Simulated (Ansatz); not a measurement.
# Lattice dynamics of Na3PaF8 (I4/mmm)

Task: relax Na3PaF8 (I4/mmm), then find its harmonic phonons.

Method: DFT PBEsol, scalar-relativistic, plane waves, PAW, in Ansatz 0.2.0.

**1. The starting structure**

It takes space group I4/mmm (No. 139, tetragonal). Conventional cell: a = 5.493 Å, b = 5.493 Å, c = 10.970 Å, α = 90.00°, β = 90.00°, γ = 90.00°. Na has 8 F at 2.46 Å nearest. Nearest to Na lie 8 F at 2.39 Å. Pa has 8 F at 2.21 Å nearest. Nearest to F lie 1 Pa at 2.21 Å and 3 Na at 2.39 to 2.46 Å. Farther neighbours and most contacts between anions are not listed.

**2. Relaxation**

The volume is held at the value of the starting cell, while the atoms and the shape relax as far as symmetry allows.

input.yaml

```yaml
crystal:
  lattice:
    - [-2.7465, 2.7465, 5.485]
    - [2.7465, -2.7465, 5.485]
    - [2.7465, 2.7465, -5.485]
  atoms:
    - { symbol: Na, position: [0.75, 0.25, 0.5] }
    - { symbol: Na, position: [0.25, 0.75, 0.5] }
    - { symbol: Na, position: [0.5, 0.5, 0.0] }
    - { symbol: Pa, position: [0.0, 0.0, 0.0] }
    - { symbol: F, position: [0.3489, 0.3489, 0.4726] }
    - { symbol: F, position: [0.3489, 0.8763, 0.0] }
    - { symbol: F, position: [0.8763, 0.8763, 0.5274] }
    - { symbol: F, position: [0.8763, 0.3489, 0.0] }
    - { symbol: F, position: [0.6511, 0.1237, 0.0] }
    - { symbol: F, position: [0.6511, 0.6511, 0.5274] }
    - { symbol: F, position: [0.1237, 0.6511, 0.0] }
    - { symbol: F, position: [0.1237, 0.1237, 0.4726] }
kpoints:
  mp_grid: { grid: [6, 6, 6] }
hamiltonian:
  xc: pbesol
scf:
  occupations: { method: gaussian, width: 0.02 }
output:
  forces: true
  stress: true
  eigenvalues: true
relax:
  adjacent_minimum: "off"
  f_tol: 0.005
  max_steps: 80
  cell: { stress_tol: 0.05, fix: [volume] }
```

Started as:

```
> ansatz run input.yaml --threads 16 --pin off --max-ram 61440MiB --backend cuda --events-out ev --progress --plain --runs-dir out
```

Numbers of over 12 decimals in the logs are rounded to 6 here.

What it wrote:

```text
Engine: ansatz 0.2.0, aarch64-unknown-linux-gnu
Pseudopotentials: kind: paw
Pseudopotential: Na, paw, valence charge 9, recommended cutoff 420 eV (normal), Na.paw.azcp
Pseudopotential: Pa, paw, valence charge 13, recommended cutoff 420 eV (normal), Pa.paw.azcp
Pseudopotential: F, paw, valence charge 7, recommended cutoff 420 eV (normal), F.paw.azcp
Functional definition: PBEsol
  exchange = pbesol_x
  correlation = pbesol_c
[...]
Crystal: 12 atoms, lattice volume = 165.499 Å³
Basis set: ecut = 420 eV, 3243 PW (Γ), exchange–correlation on 90×90×90 points (8 copies of the dense FFT grid, shifted against one another)
Bands: 60, of which v1, the nominal top of the filled ones, is band 48 counted from 1 (47 counted from 0)
Symmetry: 16 space group operations
Space group: I4/mmm (ITA 139), of the structure as read, at distance tolerance 5.5e-5 Å
k-points: 30 of 216
Non-local potential: Na, projectors of the file, l = 0: 3, l = 1: 2, l = 2: 1
Non-local potential: Pa, projectors of the file, l = 0: 3, l = 1: 2, l = 2: 2, l = 3: 3
Non-local potential: F, projectors of the file, l = 0: 2, l = 1: 2, l = 2: 1
PAW form: soft (Blöchl's): semilocal exchange-correlation on the pseudo side does not see the compensation charge
PAW frozen core: Na, regenerated for the run's functional, and the local potential with it (the file was generated under x = pbe(κ = 0.804, μ = 0.219515), c = pbe(β = 0.066725))
PAW frozen core: Pa, regenerated for the run's functional, and the local potential with it (the file was generated under x = pbe(κ = 0.804, μ = 0.219515), c = pbe(β = 0.066725))
PAW frozen core: F, regenerated for the run's functional, and the local potential with it (the file was generated under x = pbe(κ = 0.804, μ = 0.219515), c = pbe(β = 0.066725))
PAW one-centre angular grid: Na, 110 points (default); XC on 64 Gauss nodes
PAW one-centre angular grid: Pa, 590 points (default); XC on 64 Gauss nodes
PAW one-centre angular grid: F, 110 points (default); XC on 64 Gauss nodes
Initial density: superposition of atomic densities (neutral atoms: chi_scale 0, normalization atom), corrected by the library's trained network
Initial wavefunctions: pseudopotential atomic-orbital guess
[...]
Functional: x = pbesol(κ = 0.804, μ = 0.123457), c = pbesol(β = 0.046)
SCF iter   1: F=—  HF=-24315.784474 eV  |F-HF|=—  |Δ(HF+E_count)|=         —  Δρ=1.55e-2  dr2=3.13e-1  ethr=1.77e-3  ⟨swp⟩=6.0  Hψ=7039  notcnv=0
preconditioner: auto → Resta (q_TF=auto, 2.492 Å⁻¹)  ε∞=4.0  [insulator: Δε(μ)=4.017 eV  Ē_g=15.672 eV  σ=0.020 eV  W_gap=1.00  n_scr=36 (ndim 8)  ℏωp=27.1 eV  f_vac=0.169  D(μ)=0.00/eV (n_scr^D=0)  ε∞_Penn≈4.0]
SCF iter   2: F=—  HF=-24315.735203 eV  |F-HF|=—  |Δ(HF+E_count)|=   4.93e-2  Δρ=6.38e-3  dr2=6.99e-2  ethr=3.26e-4  ⟨swp⟩=2.8  Hψ=3032  notcnv=0  defer=150
[...]
SCF iter   8: F=-24315.724777 eV  HF=-24315.724777 eV  |F-HF|=3.16e-8  |Δ(HF+E_count)|=   2.50e-7  Δρ=4.03e-6  dr2=5.18e-8  ethr=1.04e-10  ⟨swp⟩=8.4  Hψ=8316  notcnv=0
SCF 1 converged in 8 iterations: F = -24315.724777 eV  dr2 = 5.18e-8
  greatest PAW one-centre occupation: 0.999 electrons in one spin orbital (limit 2), on the Na atom at site 2 (counted from 0), in its partial waves of l = 0
relax step   1: F+E_penalty+E_count = -24315.72477716 eV  Δ(F+E_penalty+E_count) = +0.000e0 eV  max|allowed force component| = 2.628e-1 eV/Å  Δτ_max = 0.0000 Å  P = -1.539 GPa  Ω = 165.499 Å³  fix = [volume]  reactions: volume -1.539 GPa  (8 SCF iters, dr2 threshold 1.00e-7 eV, accepted)
[...]
Basis set: ecut = 420 eV, 3235 PW (Γ), exchange–correlation on 90×90×90 points (8 copies of the dense FFT grid, shifted against one another)
[...]
iter 1 solved again at ethr=2.78e-5 eV; its pass at ethr=3.10e-3 eV (dr2=2.67e-2 eV) is discarded
SCF iter   1: F=—  HF=-24315.795061 eV  |F-HF|=—  |Δ(HF+E_count)|=         —  Δρ=5.99e-3  dr2=2.68e-2  ethr=2.78e-5  ⟨swp⟩=2.5  Hψ=8331  notcnv=0
preconditioner: auto → Resta (q_TF=auto, 2.492 Å⁻¹)  ε∞=3.9  [insulator: Δε(μ)=4.362 eV  Ē_g=15.930 eV  σ=0.020 eV  W_gap=1.00  n_scr=36 (ndim 8)  ℏωp=27.1 eV  f_vac=0.168  D(μ)=0.00/eV (n_scr^D=0)  ε∞_Penn≈3.9]
[...]
SCF 2 converged in 6 iterations: F = -24315.788283 eV  dr2 = 6.60e-7
[...]
SCF 3 converged in 5 iterations: F = -24315.810400 eV  dr2 = 7.37e-7
[...]
SCF 4 converged in 5 iterations: F = -24315.814009 eV  dr2 = 2.65e-7
[...]
SCF 5 converged in 6 iterations: F = -24315.814170 eV  dr2 = 2.11e-9
[...]
SCF 6 converged in 5 iterations: F = -24315.814347 eV  dr2 = 9.04e-11
[...]
SCF converged after 5 iterations
[...]
Σ components = -24315.814347   (vs F -24315.814347, Δ=0.00e0)
--- Forces (eV/Å), atoms counted from 1 ---
  atom   1  Na     0.00000000     0.00000000     0.00000000
  atom   2  Na    -0.00000000    -0.00000000     0.00000000
  atom   3  Na    -0.00000000     0.00000000     0.00000000
  atom   4  Pa    -0.00000000    -0.00000000    -0.00000000
  atom   5  F     -0.00116716    -0.00116716    -0.00189474
  atom   6  F      0.00116716    -0.00116716    -0.00189474
  atom   7  F      0.00116716     0.00116716    -0.00189474
  atom   8  F     -0.00116716     0.00116716    -0.00189474
  atom   9  F     -0.00116716     0.00116716     0.00189474
  atom  10  F      0.00116716     0.00116716     0.00189474
  atom  11  F      0.00116716    -0.00116716     0.00189474
  atom  12  F     -0.00116716    -0.00116716     0.00189474
  max |Σ_I F_I| component: 1.08e-18 eV/Å
--- Stress (GPa, compression-positive) ---
       -0.967019      -0.000000       0.000000
       -0.000000      -0.967019       0.000000
        0.000000       0.000000      -0.988964
  P = ⅓ Tr σ = -0.9743 GPa (-9.743 kbar)
--- Band table (eV; the first three rows and the last of 30) ---
  k-point 0: bands = [... 44 lower, 1.7191, 1.9325, 2.0424, 2.0696, 6.5292, 6.5852, 6.5852, 6.7492, ... 8 higher]
  k-point 1: bands = [... 44 lower, 1.7232, 1.8363, 1.9338, 2.0131, 6.5518, 6.5770, 6.5939, 6.7606, ... 8 higher]
  k-point 2: bands = [... 44 lower, 1.6395, 1.6857, 1.7293, 1.8764, 6.5684, 6.5987, 6.6103, 6.7332, ... 8 higher]
  k-point 29: bands = [... 44 lower, 1.8379, 1.8379, 1.8755, 2.1011, 6.5595, 6.5637, 6.5637, 6.7094, ... 8 higher]
--- Relaxed structure (5 steps of the walk, 5 accepted, 1 SCFs on fresh bases) ---
  F+E_penalty+E_count = -24315.81434734 eV   max|allowed force component| = 1.895e-3 eV/Å   (the final SCF, on the basis selected at the relaxed cell)
  cell:  # Å, volume = 165.4992 Å³
    - [-2.748148, 2.748148, 5.478423]
    - [2.748148, -2.748148, 5.478423]
    - [2.748148, 2.748148, -5.478423]
  atoms:
    - { symbol: Na, position: [0.75, 0.25, 0.5] }
    - { symbol: Na, position: [0.25, 0.75, 0.5] }
    - { symbol: Na, position: [0.500000, 0.500000, -3.4212338715484013e-19] }
    - { symbol: Pa, position: [-5.483333347861774e-19, -6.272848856680627e-19, -3.421233871548398e-19] }
    - { symbol: F, position: [0.347781, 0.347781, 0.463059] }
    - { symbol: F, position: [0.347781, 0.884722, 0.0] }
    - { symbol: F, position: [0.884722, 0.884722, 0.536941] }
    - { symbol: F, position: [0.884722, 0.347781, 0.0] }
    - { symbol: F, position: [0.652219, 0.115278, 0.0] }
    - { symbol: F, position: [0.652219, 0.652219, 0.536941] }
    - { symbol: F, position: [0.115278, 0.652219, 0.0] }
    - { symbol: F, position: [0.115278, 0.115278, 0.463059] }
```

The job ended after 5.8 s (1 × NVIDIA GB200 with 16 threads of Arm Neoverse V2, shared host; peak memory 1.2 GiB; 12 s of CPU time).

Step by step:

| step | energy less that of the first step (eV) | largest force component (eV/Å) | pressure (GPa) | volume (Å³) |
| --- | --- | --- | --- | --- |
| 1 | 0.0000 | 0.2628 | -1.54 | 165.50 |
| 2 | -0.0635 | 0.0747 | -0.71 | 165.50 |
| 3 | -0.0856 | 0.0293 | -1.17 | 165.50 |
| 4 | -0.0892 | 0.0104 | -0.97 | 165.50 |
| 5 | -0.0894 | 0.0019 | -0.98 | 165.50 |
| 6 | -0.0896 | 0.0019 | -0.97 | 165.50 |

The log counts 1 steps on a newly chosen plane-wave basis, not all of them marked here; energy and pressure can jump at such steps.

The run keeps the 16 symmetry operations that it works with, so distortions that break them were not tested.

| conventional cell, symmetrised | before | after | change |
| --- | --- | --- | --- |
| a (Å) | 5.493 | 5.496 | +0.1 % |
| b (Å) | 5.493 | 5.496 | +0.1 % |
| c (Å) | 10.970 | 10.957 | -0.1 % |
| volume (Å³/atom) | 13.79 | 13.79 | +0.0 % |

The atoms that moved most (Å, as changes of fractional coordinates times the final cell):

| atom | dx | dy | dz | length |
| --- | --- | --- | --- | --- |
| F5 | -0.026 | -0.026 | 0.040 | 0.055 |
| F12 | -0.026 | -0.026 | -0.040 | 0.055 |
| F9 | -0.026 | 0.026 | -0.040 | 0.055 |
| F11 | 0.026 | -0.026 | -0.040 | 0.055 |
| F10 | 0.026 | 0.026 | -0.040 | 0.055 |
| F8 | -0.026 | 0.026 | 0.040 | 0.055 |
| F6 | 0.026 | -0.026 | 0.040 | 0.055 |
| F7 | 0.026 | 0.026 | 0.040 | 0.055 |

Numbers from this step:

| Property | Result |
| --- | --- |
| pressure | -0.9743 GPa |
| gap on the k-mesh | 4.428 eV |
| volume per atom | 13.79 Å³ |
| direct gap on mesh | 4.458 eV |

In this step the volume went from 13.79 to 13.79 Å³/atom.

**3. Tight relaxation**

At the same fixed volume the relaxation is repeated with tight tolerances, on the k mesh and occupations of the phonon run that follows.

input.yaml

```yaml
crystal:
  lattice:
    - [-2.7481481348, 2.7481481348, 5.4784229829]
    - [2.7481481348, -2.7481481348, 5.4784229829]
    - [2.7481481348, 2.7481481348, -5.4784229829]
  atoms:
    - { symbol: Na, position: [0.75, 0.25, 0.5] }
    - { symbol: Na, position: [0.25, 0.75, 0.5] }
    - { symbol: Na, position: [0.5, 0.5, 0.0] }
    - { symbol: Pa, position: [0.0, 0.0, 0.0] }
    - { symbol: F, position: [0.3477806576, 0.3477806576, 0.4630590702] }
    - { symbol: F, position: [0.3477806576, 0.8847215875, 0.0] }
    - { symbol: F, position: [0.8847215875, 0.8847215875, 0.5369409298] }
    - { symbol: F, position: [0.8847215875, 0.3477806576, 0.0] }
    - { symbol: F, position: [0.6522193424, 0.1152784125, 0.0] }
    - { symbol: F, position: [0.6522193424, 0.6522193424, 0.5369409298] }
    - { symbol: F, position: [0.1152784125, 0.6522193424, 0.0] }
    - { symbol: F, position: [0.1152784125, 0.1152784125, 0.4630590702] }
kpoints:
  mp_grid: { grid: [8, 8, 8] }
hamiltonian:
  xc: pbesol
scf:
  occupations: { method: fixed }
output:
  forces: true
  stress: true
  eigenvalues: true
relax:
  adjacent_minimum: "off"
  f_tol: 0.001
  max_steps: 60
  cell: { stress_tol: 0.01, fix: [volume] }
```

What it wrote:

```text
[...]
Crystal: 12 atoms, lattice volume = 165.499 Å³
Basis set: ecut = 420 eV, 3227 PW (Γ), exchange–correlation on 90×90×90 points (8 copies of the dense FFT grid, shifted against one another)
Bands: 60, of which v1, the nominal top of the filled ones, is band 48 counted from 1 (47 counted from 0)
Symmetry: 16 space group operations
[...]
k-points: 59 of 512
[...]
- { symbol: Na, position: [0.5, 0.5, 0] }
    - { symbol: Pa, position: [0, 0, 0] }
    - { symbol: F, position: [0.347760, 0.347760, 0.463025] }
    - { symbol: F, position: [0.347760, 0.884735, 0.0] }
    - { symbol: F, position: [0.884735, 0.884735, 0.536975] }
    - { symbol: F, position: [0.884735, 0.347760, 0.0] }
    - { symbol: F, position: [0.652240, 0.115265, 0.0] }
    - { symbol: F, position: [0.652240, 0.652240, 0.536975] }
    - { symbol: F, position: [0.115265, 0.652240, 0.0] }
    - { symbol: F, position: [0.115265, 0.115265, 0.463025] }
[key lines of the parts left out:]
SCF converged after 5 iterations
P = ⅓ Tr σ = -0.9623 GPa (-9.623 kbar)
```

Run time: 4.4 s. Hardware: 1 × NVIDIA GB200 with 16 threads; peak memory 1.1 GiB.

Little changed from the start: no atom moved by 0.005 Å and no cell edge by 0.1 %.

Numbers from this step:

* pressure: -0.9623 GPa
* gap on the k-mesh: 4.430 eV
* direct gap on mesh: 4.460 eV

The largest force component left is 0.19 meV/Å. The volume is held at 13.79 Å³/atom, so a pressure of -0.96 GPa remains at this level.

[end of part 1 of 3]

[Logs are printed without paths, hosts, clocks, repeated set-up lines and the standing remarks that a program may print on its own settings, such as how far it seeks lower states.]

[Hosts, paths, dates, database ids (printed as entryN), source tags and the programs' standing remarks are cut or masked in the printed files.]
